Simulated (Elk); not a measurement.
## Nickel: energy against a fixed spin moment

How stiff is the moment of Nickel, and are there other minima?

Calculated with Elk 11.2.3 (patched build); LDA (Perdew-Wang); all-electron APW+lo, Dirac cores, scalar-relativistic bands.

Report form: the programs' logs are mostly left out.

## 1. Starting point

The structure is cubic, space group Fm-3m (No. 225). Conventional cell: a = 3.524 Å, b = 3.524 Å, c = 3.524 Å, α = 90.00°, β = 90.00°, γ = 90.00°. Nearest to Ni lie 12 Ni at 2.49 Å.

## 2. Unconstrained state

The free run shows where the moment settles by itself and gives the state from which the held runs start.

Moments are seeded by fields in the spheres (the last three columns under atoms), set against the wanted direction and reduced each loop.

Contents of elk.in:

```
tasks
  0

xctype
  3

rgkmax
  7.0

nempty
  10

swidth
  0.003

reducebf
  0.5

epsengy
  1e-05

maxscl
  120

spinpol
  .true.

sppath
  './'

avec
  0.00000000000 3.32957459939 3.32957459939
  3.32957459939 0.00000000000 3.32957459939
  3.32957459939 3.32957459939 0.00000000000

atoms
  1
  'Ni.in'
  1
  0.0000000000 0.0000000000 0.0000000000   0.000000 0.000000 -0.050000

ngridk
  16 16 16
```

Command:

```console
$ OMP_NUM_THREADS=4 elk
```

Wall time 13 s (4 threads of Arm Neoverse V2, shared host); peak memory 0.07 GiB.

This step gave:

```
density of states at the Fermi level : 1.772 states/eV/cell
moment between the spheres           : -0.01944 μB
magnetization                        : 0.5896 μB
final state                          : ferromagnetic
largest moment                       : 0.6091 μB
```

After 18 cycles the largest moment stands at 0.609 μB.

## 3. Moment fixed at 0.51 μB

Holding the total moment away from its free value maps the energy around and beyond the minimum.

A uniform field is adjusted until the total moment meets the target; the run goes on from the state before.

elk.in, as its differences from that of step 2:

```diff
@@ -1,3 +1,3 @@
 tasks
-  0
+  1
 
@@ -27,2 +27,11 @@
 
+fsmtype
+  1
+
+momfix
+  0.000000 0.000000 0.510000
+
+taufsm
+  0.01
+
 sppath
@@ -39,3 +48,3 @@
   1
-  0.0000000000 0.0000000000 0.0000000000   0.000000 0.000000 -0.050000
+  0.0000000000 0.0000000000 0.0000000000   0.000000 0.000000 -0.000050
```

Command:

```console
$ OMP_NUM_THREADS=4 elk
```

The job ended after 26 s (4 threads; peak memory 0.07 GiB).

This step gave:

| Property | Result |
| --- | --- |
| magnetization | 0.5101 μB |

It lies 3.82 meV a cell above the free run.

## 4. Moment fixed at 0.34 μB

elk.in, as its differences from that of step 3:

```diff
@@ -31,3 +31,3 @@
 momfix
-  0.000000 0.000000 0.510000
+  0.000000 0.000000 0.340000
```

Command:

```console
$ OMP_NUM_THREADS=4 elk
```

Elapsed: 30 s, on 4 threads; peak memory 0.07 GiB; 1.8 min of CPU time.

Read from the output:

| Quantity | Value |
| --- | --- |
| magnetization | 0.3400 μB |

It lies 18.3 meV a cell above the free run.

## 5. Moment fixed at 1.19 μB

elk.in, as its differences from that of step 4:

```diff
@@ -31,3 +31,3 @@
 momfix
-  0.000000 0.000000 0.340000
+  0.000000 0.000000 1.190000
```

Command:

```console
$ OMP_NUM_THREADS=4 elk
```

The job ended after 41 s (4 threads; peak memory 0.07 GiB).

Read from the output:

```
magnetization : 1.190 μB
```

It lies 238 meV a cell above the free run.

## 6. The curve

In all 8 moments were held (0, 0.17, 0.34, 0.51, 0.68, 0.85, 1.02, 1.19 μB), each run going on from a saved state. The curve holds those that converged and the free run; sizes are given without sign.

Table of energy over the lowest by total spin moment:

```
total spin moment (μB a cell)  energy over the lowest (meV a cell)
                        0.000                                 32.7
                        0.170                                 29.0
                        0.340                                 18.3
                        0.510                                 3.82
                        0.590                                    0
                        0.680                                 4.61
                        0.850                                 35.8
                        1.020                                  112
                        1.190                                  238
```

The slope dE/dM read from the holding field by total spin moment:

```csv
total spin moment (μB a cell),slope dE/dM read from the holding field (meV/μB)
0.000,0.0525
0.170,-43.5
0.340,-79.3
0.510,-78.3
0.680,87.5
0.850,332
1.020,562
1.190,932
```

## 7. Results

| Quantity | Value |
| --- | --- |
| moment of the free run | 0.590 μB a cell |
| moment of the lowest point | 0.590 μB a cell |
| energy at zero total moment | 32.7 meV a cell over the lowest |

What this shows: The curve is lowest at 0.590 μB a cell and has risen by 238 meV at 1.19 μB. No other minimum shows on the points computed. The parallel moment gains 33 meV a cell against zero total moment. The field's energy is not in the curve.

[Logs and program files are shortened in this print: banners, set-up blocks, solver, clock and traceback lines can be left out without a mark of their own.]

[Logs are printed without paths, hosts, clocks, repeated set-up lines and the standing remarks that a program may print on its own settings, such as how far it seeks lower states.]

[Hosts, paths, dates, database ids (printed as entryN), source tags and the programs' standing remarks are cut or masked in the printed files.]

[Where a cell is said to come from a database of computed structures, the database is the Materials Project.]
